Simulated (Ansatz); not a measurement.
# What LaGaO3 (Pm-3m) distorts into, part 2 of 3

Aim: this structure of LaGaO3 (Pm-3m) is to be tested for unstable modes, and one is followed downhill.

Ansatz 0.2.0; DFT PBEsol, scalar-relativistic, plane waves, PAW; PAW set soft_1.

So far, highest frequency on path, mesh or solved points (cm⁻¹): step 2 (phonons on a q mesh) 790. Also lowest frequency on the path (cm⁻¹): step 2 -213.

### 4. The mode frozen in, largest atomic shift 0.45 Å

The atoms are moved along the unstable eigenvector, the largest shift by 0.45 Å, with the cell fixed.

The input, input.yaml:

```yaml
crystal:
  lattice:
    - [3.8649841263, 3.8649841263, 0.0]
    - [3.8649841263, 0.0, 3.8649841263]
    - [3.8649841263, 0.0, -3.8649841263]
  atoms:
    - { symbol: La, position: [0.5, 0.25, 0.75] }
    - { symbol: La, position: [0.5, 0.75, 0.25] }
    - { symbol: Ga, position: [0.0, 0.0, 0.0] }
    - { symbol: Ga, position: [0.0, 0.5, 0.5] }
    - { symbol: O, position: [0.5, 0.8082149868, 0.6917850132] }
    - { symbol: O, position: [0.5, 0.1917850132, 0.3082149868] }
    - { symbol: O, position: [-0.1164299737, 0.3082149868, 0.8082149868] }
    - { symbol: O, position: [0.1164299737, 0.6917850132, 0.1917850132] }
    - { symbol: O, position: [0.0, 0.25, 0.25] }
    - { symbol: O, position: [0.0, 0.75, 0.75] }
kpoints:
  mp_grid: { grid: [6, 6, 6] }
hamiltonian:
  xc: pbesol
  pseudopotentials: { kind: paw, azcp: { folder: soft_1 }, xc_functional: pbe }
scf:
  occupations: { method: gaussian, width: 0.02 }
output:
  forces: true
  stress: true
  eigenvalues: true
```

The run is started by

```bash
$ ansatz run input.yaml --threads 4 --pin off --max-ram 10240MiB --backend cpu --events-out ev --progress --plain --runs-dir out
```

Log:

```text
[...]
Crystal: 10 atoms, lattice volume = 115.471 Å³
Basis set: ecut = 420 eV, 2229 PW (Γ), exchange–correlation on 80×80×80 points (8 copies of the dense FFT grid, shifted against one another)
Bands: 52, of which v1, the nominal top of the filled ones, is band 42 counted from 1 (41 counted from 0)
Symmetry: 16 space group operations
[...]
k-points: 30 of 216
[...]
k-point 0: bands = [... 38 lower, 11.1095, 11.1095, 11.2280, 11.2444, 14.9247, 15.0457, 16.1844, 16.1844, ... 6 higher]
  k-point 1: bands = [... 38 lower, 10.8990, 11.0519, 11.1095, 11.1926, 15.3191, 15.4066, 16.1595, 16.1894, ... 6 higher]
  k-point 2: bands = [... 38 lower, 10.8401, 10.9088, 11.1205, 11.1716, 15.8013, 16.0902, 16.1574, 16.2205, ... 6 higher]
  k-point 29: bands = [... 38 lower, 10.8194, 10.8194, 10.8874, 11.4070, 16.1727, 16.1727, 16.3301, 16.3337, ... 6 higher]
[key lines of the parts left out:]
SCF converged after 10 iterations
Free energy (F): -23186.669942 eV
Fermi energy:    13.165833 eV
P = ⅓ Tr σ = 2.2117 GPa (22.117 kbar)
```

The job ended after 4.7 s (4 threads of Arm Neoverse V1, shared host; peak memory 0.57 GiB).

Numbers from this step:

- pressure: 2.212 GPa
- gap on the k-mesh: 3.518 eV
- energy from the undistorted cell: -39.72 meV/atom

The energy, extrapolated to zero smearing, is -39.72 meV/atom against the undistorted cell.

The run ends at a pressure of 2.21 GPa, with forces up to 0.20 eV/Å.

### 5. Energy along the mode, all amplitudes (two of the runs are shown above)

An imaginary frequency means negative curvature, so the energy should fall and then rise again as anharmonic terms take over.

This step gave:

```yaml
depth_at_the_lowest_point_sampled: 39.72 meV/atom
largest_atomic_shift_at_that_point: 0.45 Å
```

The energy from the parent by largest atomic shift:

```csv
largest atomic shift (Å),energy from the parent (meV/atom)
0.000,0
0.040,-0.849
0.080,-3.33
0.140,-9.68
0.220,-21.3
0.320,-35.5
0.450,-39.7
0.600,4.38
```

Displacement at unit largest shift by atom:

```csv
atom,x (Å),y (Å),z (Å),size
La1,0.00,0.00,0.00,0.00
La2,0.00,0.00,0.00,0.00
Ga3,0.00,0.00,0.00,0.00
Ga4,0.00,0.00,0.00,0.00
O5,0.00,0.00,1.00,1.00
O6,0.00,0.00,-1.00,1.00
O7,0.00,-1.00,0.00,1.00
O8,0.00,1.00,0.00,1.00
O9,0.00,0.00,0.00,0.00
O10,0.00,0.00,0.00,0.00
```

The lowest step is at 0.45 Å, 39.7 meV/atom below the parent, and the energy rises beyond it.

### 6. Relaxation from the frozen mode

Starting from the lowest point found, all atoms and the cell are let go, so that strain and other modes of the same symmetry can join in.

input.yaml: that of step 4 with these lines changed.

```diff
@@ -22,3 +22,3 @@
 scf:
-  occupations: { method: gaussian, width: 0.02 }
+  occupations: { method: fixed }
 output:
@@ -27 +27,6 @@
   eigenvalues: true
+relax:
+  adjacent_minimum: "off"
+  f_tol: 0.002
+  max_steps: 120
+  cell: { stress_tol: 0.03 }
```

Log:

```text
[...]
Crystal: 10 atoms, lattice volume = 115.471 Å³
Basis set: ecut = 420 eV, 2229 PW (Γ), exchange–correlation on 80×80×80 points (8 copies of the dense FFT grid, shifted against one another)
Bands: 52, of which v1, the nominal top of the filled ones, is band 42 counted from 1 (41 counted from 0)
Symmetry: 16 space group operations
[...]
k-points: 30 of 216
[...]
SCF iter   1: F=—  HF=-23187.829056 eV  |F-HF|=—  |Δ(HF+E_count)|=         —  Δρ=8.13e-2  dr2=5.20e0  ethr=3.10e-3  ⟨swp⟩=3.7  Hψ=5555  notcnv=0  defer=45
[...]
SCF iter  10: F=-23186.669942 eV  HF=-23186.669942 eV  |F-HF|=1.45e-8  |Δ(HF+E_count)|=   3.84e-8  Δρ=5.05e-6  dr2=2.75e-8  ethr=1.19e-10  ⟨swp⟩=6.0  Hψ=6306  notcnv=0
SCF 1 converged in 10 iterations: F = -23186.669942 eV  dr2 = 2.75e-8
[...]
relax step   1: F+E_penalty+E_count = -23186.66994160 eV  Δ(F+E_penalty+E_count) = +0.000e0 eV  max|allowed force component| = 2.033e-1 eV/Å  Δτ_max = 0.0000 Å  P = +2.212 GPa  Ω = 115.471 Å³  (10 SCF iters, dr2 threshold 1.00e-7 eV, accepted)
Crystal: 10 atoms, lattice volume = 116.961 Å³
Basis set: ecut = 420 eV, 2277 PW (Γ), exchange–correlation on 80×80×80 points (8 copies of the dense FFT grid, shifted against one another)
[...]
iter 1 solved again at ethr=7.71e-6 eV; its pass at ethr=3.10e-3 eV (dr2=6.48e-3 eV) is discarded
[...]
SCF iter   6: F=-23186.689391 eV  HF=-23186.689391 eV  |F-HF|=2.15e-7  |Δ(HF+E_count)|=   7.40e-7  Δρ=1.97e-5  dr2=4.55e-7  ethr=1.19e-9  ⟨swp⟩=16.1  Hψ=10281  notcnv=0
SCF 2 converged in 6 iterations: F = -23186.689391 eV  dr2 = 4.55e-7
[...]
relax step   2: F+E_penalty+E_count = -23186.68939076 eV  Δ(F+E_penalty+E_count) = -1.945e-2 eV  max|allowed force component| = 2.929e-2 eV/Å  Δτ_max = 0.0274 Å  P = -0.740 GPa  Ω = 116.961 Å³  energy of the carried Pulay correction = -3.907e-3 eV  (6 SCF iters, dr2 threshold 1.00e-6 eV, accepted)
Crystal: 10 atoms, lattice volume = 116.634 Å³
Basis set: ecut = 420 eV, 2261 PW (Γ), exchange–correlation on 80×80×80 points (8 copies of the dense FFT grid, shifted against one another)
[...]
SCF iter   5: F=-23186.696922 eV  HF=-23186.696922 eV  |F-HF|=2.76e-7  |Δ(HF+E_count)|=   2.71e-8  Δρ=2.31e-5  dr2=4.38e-7  ethr=1.19e-9  ⟨swp⟩=14.7  Hψ=10084  notcnv=0
SCF 3 converged in 5 iterations: F = -23186.696922 eV  dr2 = 4.38e-7
relax step   3: F+E_penalty+E_count = -23186.69692182 eV  Δ(F+E_penalty+E_count) = -7.531e-3 eV  max|allowed force component| = 1.649e-2 eV/Å  Δτ_max = 0.0014 Å  P = -0.353 GPa  Ω = 116.634 Å³  energy of the carried Pulay correction = -3.053e-3 eV  (5 SCF iters, dr2 threshold 1.00e-6 eV, accepted)
[...]
relax step   4: F+E_penalty+E_count = -23186.70086845 eV  Δ(F+E_penalty+E_count) = -3.947e-3 eV  max|allowed force component| = 8.560e-4 eV/Å  Δτ_max = 0.0014 Å  P = +0.047 GPa  Ω = 116.288 Å³  energy of the carried Pulay correction = -2.148e-3 eV  (5 SCF iters, dr2 threshold 1.00e-6 eV, accepted)
[...]
relax step   5: F+E_penalty+E_count = -23186.70079093 eV  Δ(F+E_penalty+E_count) = +7.753e-5 eV  max|allowed force component| = 3.759e-4 eV/Å  Δτ_max = 0.0003 Å  P = -0.002 GPa  Ω = 116.319 Å³  energy of the carried Pulay correction = -2.231e-3 eV  (5 SCF iters, dr2 threshold 5.98e-9 eV, accepted)
[...]
relax step   6: F+E_penalty+E_count = -23186.70344451 eV  Δ(F+E_penalty+E_count) = -2.654e-3 eV  max|allowed force component| = 4.852e-4 eV/Å  Δτ_max = 0.0000 Å  P = +0.039 GPa  Ω = 116.319 Å³  stress off target by 1.02e-1 GPa  SCF on the basis re-selected at this cell (its energy is not comparable with the rows above)  (6 SCF iters)
[...]
relax step   7: F+E_penalty+E_count = -23186.70341271 eV  Δ(F+E_penalty+E_count) = +3.180e-5 eV  max|allowed force component| = 4.043e-5 eV/Å  Δτ_max = 0.0002 Å  P = +0.003 GPa  Ω = 116.337 Å³  energy of the carried Pulay correction = -4.448e-5 eV  (4 SCF iters, dr2 threshold 2.59e-8 eV, accepted)
[...]
SCF iter   5: F=-23186.703435 eV  HF=-23186.703435 eV  |F-HF|=1.46e-11  |Δ(HF+E_count)|=  5.75e-10  Δρ=7.60e-8  dr2=3.19e-12  ethr=1.00e-12  ⟨swp⟩=13.8  Hψ=8073  notcnv=0
SCF 8 converged in 5 iterations: F = -23186.703435 eV  dr2 = 3.19e-12
relax step   8: F+E_penalty+E_count = -23186.70343488 eV  Δ(F+E_penalty+E_count) = -2.217e-5 eV  max|allowed force component| = 2.688e-5 eV/Å  Δτ_max = 0.0000 Å  P = +0.003 GPa  Ω = 116.337 Å³  stress off target by 6.68e-3 GPa  SCF on the basis re-selected at this cell (its energy is not comparable with the rows above)  (5 SCF iters)
[...]
SCF converged after 5 iterations
Free energy (F): -23186.703435 eV
[...]
Internal energy: -23186.703435 eV  (E = F + TS)
E sigma→0 (E₀):  -23186.703435 eV
Fermi energy:    11.341271 eV
[...]
--- Forces (eV/Å), atoms counted from 1 ---
  atom   1  La     0.00000000    -0.00000000     0.00000000
  atom   2  La     0.00000000     0.00000000     0.00000000
  atom   3  Ga    -0.00000000     0.00000000    -0.00000000
  atom   4  Ga    -0.00000000     0.00000000     0.00000000
  atom   5  O      0.00000000     0.00000000    -0.00002688
  atom   6  O      0.00000000     0.00000000     0.00002688
  atom   7  O      0.00000000     0.00002688     0.00000000
  atom   8  O      0.00000000    -0.00002688     0.00000000
  atom   9  O      0.00000000     0.00000000     0.00000000
  atom  10  O      0.00000000     0.00000000    -0.00000000
  max |Σ_I F_I| component: 3.47e-18 eV/Å
--- Stress (GPa, compression-positive) ---
        0.006678      -0.000000       0.000000
       -0.000000       0.001562       0.000000
        0.000000       0.000000       0.001562
  P = ⅓ Tr σ = 0.0033 GPa (0.033 kbar)
--- Band table (eV; the first three rows and the last of 30) ---
  k-point 0: bands = [... 38 lower, 11.0308, 11.0308, 11.1230, 11.1281, 14.7958, 14.8213, 15.9445, 15.9445, ... 6 higher]
  k-point 1: bands = [... 38 lower, 10.8404, 10.9531, 11.0305, 11.0880, 15.0746, 15.3040, 15.9218, 15.9498, ... 6 higher]
  k-point 2: bands = [... 38 lower, 10.7761, 10.8237, 11.0321, 11.0609, 15.5591, 15.8664, 15.9566, 15.9808, ... 6 higher]
  k-point 29: bands = [... 38 lower, 10.7187, 10.7187, 10.8807, 11.3413, 15.9267, 15.9267, 16.0768, 16.0781, ... 6 higher]
--- Relaxed structure (6 steps of the walk, 6 accepted, 2 SCFs on fresh bases) ---
  F+E_penalty+E_count = -23186.70343488 eV   max|allowed force component| = 2.688e-5 eV/Å   (the final SCF, on the basis selected at the relaxed cell)
  cell:  # Å, volume = 116.3368 Å³
    - [3.917129, 3.853538, 0]
    - [3.917129, 0, 3.853538]
    - [3.917129, 0, -3.853538]
  atoms:
    - { symbol: La, position: [0.5, 0.25, 0.75] }
    - { symbol: La, position: [0.5, 0.75, 0.25] }
    - { symbol: Ga, position: [0, 0, 0] }
    - { symbol: Ga, position: [0, 0.5, 0.5] }
    - { symbol: O, position: [0.5, 0.804373, 0.695627] }
    - { symbol: O, position: [0.5, 0.195627, 0.304373] }
    - { symbol: O, position: [-0.108747, 0.304373, 0.804373] }
    - { symbol: O, position: [0.108747, 0.695627, 0.195627] }
    - { symbol: O, position: [0, 0.25, 0.25] }
    - { symbol: O, position: [0, 0.75, 0.75] }
```

Wall time 29 s (4 threads); peak memory 0.6 GiB.

The steps of the relaxation:

```csv
step,energy less that of the first step (eV),largest force component (eV/Å),pressure (GPa),volume (Å³)
1,0.0000,0.2033,2.21,115.47
2,-0.0194,0.0293,-0.74,116.96
3,-0.0270,0.0165,-0.35,116.63
4,-0.0309,0.0009,0.05,116.29
5,-0.0308,0.0004,0.00,116.32
6*,-0.0335,0.0005,0.04,116.32
7,-0.0335,0.0000,0.00,116.34
8*,-0.0335,0.0000,0.00,116.34
```

Relaxation steps marked * repeat the geometry before them on a plane-wave basis chosen anew for their cell, so energy and pressure can jump there.

Forces are held to the 16 operations that the program found; a distortion that breaks them can't arise in this run.

```csv
"conventional cell, symmetrised",before,after,change
a (Å),5.466,5.450,-0.3 %
b (Å),5.466,5.450,-0.3 %
c (Å),7.730,7.834,+1.3 %
volume (Å³/atom),11.55,11.63,+0.7 %
```

The atoms that moved most (Å, as changes of fractional coordinates times the final cell):

```csv
atom,dx,dy,dz,length
O6,0.000,0.000,0.030,0.030
O5,0.000,0.000,-0.030,0.030
O8,0.000,-0.030,0.000,0.030
O7,0.000,0.030,0.000,0.030
```

This step gave:

```yaml
pressure: 0.003268 GPa
gap_on_the_k_mesh: 3.454 eV
volume_per_atom: 11.63 Å³
```

The distorted start has space group I4/mcm; the relaxation ends in I4/mcm.

### 7. The new phase in its own primitive cell

The relaxed structure is symmetrised, reduced to its primitive cell and relaxed tightly, as its phonons need.

input.yaml, the sections that differ from step 6:

```yaml
crystal:
  lattice:
    - [-2.7248630956, 2.7248630956, 3.9171286762]
    - [2.7248630956, -2.7248630956, 3.9171286762]
    - [2.7248630956, 2.7248630956, -3.9171286762]
  atoms:
    - { symbol: La, position: [0.75, 0.25, 0.5] }
    - { symbol: La, position: [0.25, 0.75, 0.5] }
    - { symbol: Ga, position: [0.0, 0.0, 0.0] }
    - { symbol: Ga, position: [0.5, 0.5, 0.0] }
    - { symbol: O, position: [0.6956265798, 0.8043734202, 0.5] }
    - { symbol: O, position: [0.3043734202, 0.1956265798, 0.5] }
    - { symbol: O, position: [0.8043734202, 0.3043734202, 0.1087468404] }
    - { symbol: O, position: [0.1956265798, 0.6956265798, 0.8912531596] }
    - { symbol: O, position: [0.25, 0.25, 0.0] }
    - { symbol: O, position: [0.75, 0.75, 0.0] }
relax:
  adjacent_minimum: "off"
  f_tol: 0.001
  max_steps: 60
  cell: { stress_tol: 0.01 }
# kpoints, hamiltonian, scf, output: as in step 6
```

Log:

```text
[...]
Crystal: 10 atoms, lattice volume = 116.337 Å³
Basis set: ecut = 420 eV, 2253 PW (Γ), exchange–correlation on 80×80×80 points (8 copies of the dense FFT grid, shifted against one another)
Bands: 52, of which v1, the nominal top of the filled ones, is band 42 counted from 1 (41 counted from 0)
Symmetry: 16 space group operations
[...]
k-points: 30 of 216
[...]
- { symbol: La, position: [0.25, 0.75, 0.5] }
    - { symbol: Ga, position: [0.0, 0.0, 0.0] }
    - { symbol: Ga, position: [0.5, 0.5, 0.0] }
    - { symbol: O, position: [0.6956265798, 0.804373, 0.5] }
    - { symbol: O, position: [0.3043734202, 0.195627, 0.5] }
    - { symbol: O, position: [0.804373, 0.304373, 0.108747] }
    - { symbol: O, position: [0.195627, 0.695627, 0.8912531596] }
    - { symbol: O, position: [0.25, 0.25, 0.0] }
    - { symbol: O, position: [0.75, 0.75, 0.0] }
[key lines of the parts left out:]
SCF converged after 6 iterations
Free energy (F): -23186.703435 eV
Fermi energy:    11.341271 eV
P = ⅓ Tr σ = 0.0033 GPa (0.033 kbar)
```

The job ended after 8.9 s (4 threads; peak memory 0.59 GiB; 34 s of CPU time).

Little changed from the start: no atom moved by 0.005 Å and no cell edge by 0.1 %.

This step gave:

```yaml
pressure: 0.003269 GPa
direct_gap_on_mesh: 3.668 eV
```

The largest force component left is 0.019 meV/Å and the pressure is 0.003 GPa, within the tolerances set. The cell now holds 11.63 Å³/atom.

(Continued in part 3 of 3.)

[Long decimals in the printed logs are rounded to 6 places.]

[Logs are printed without paths, hosts, clocks, repeated set-up lines and the standing remarks that a program may print on its own settings, such as how far it seeks lower states.]

[Hosts, paths, dates, database ids (printed as entryN), source tags and the programs' standing remarks are cut or masked in the printed files.]

[Where the starting crystal was built by hand or by swapping elements, it need not be the compound's stable phase.]
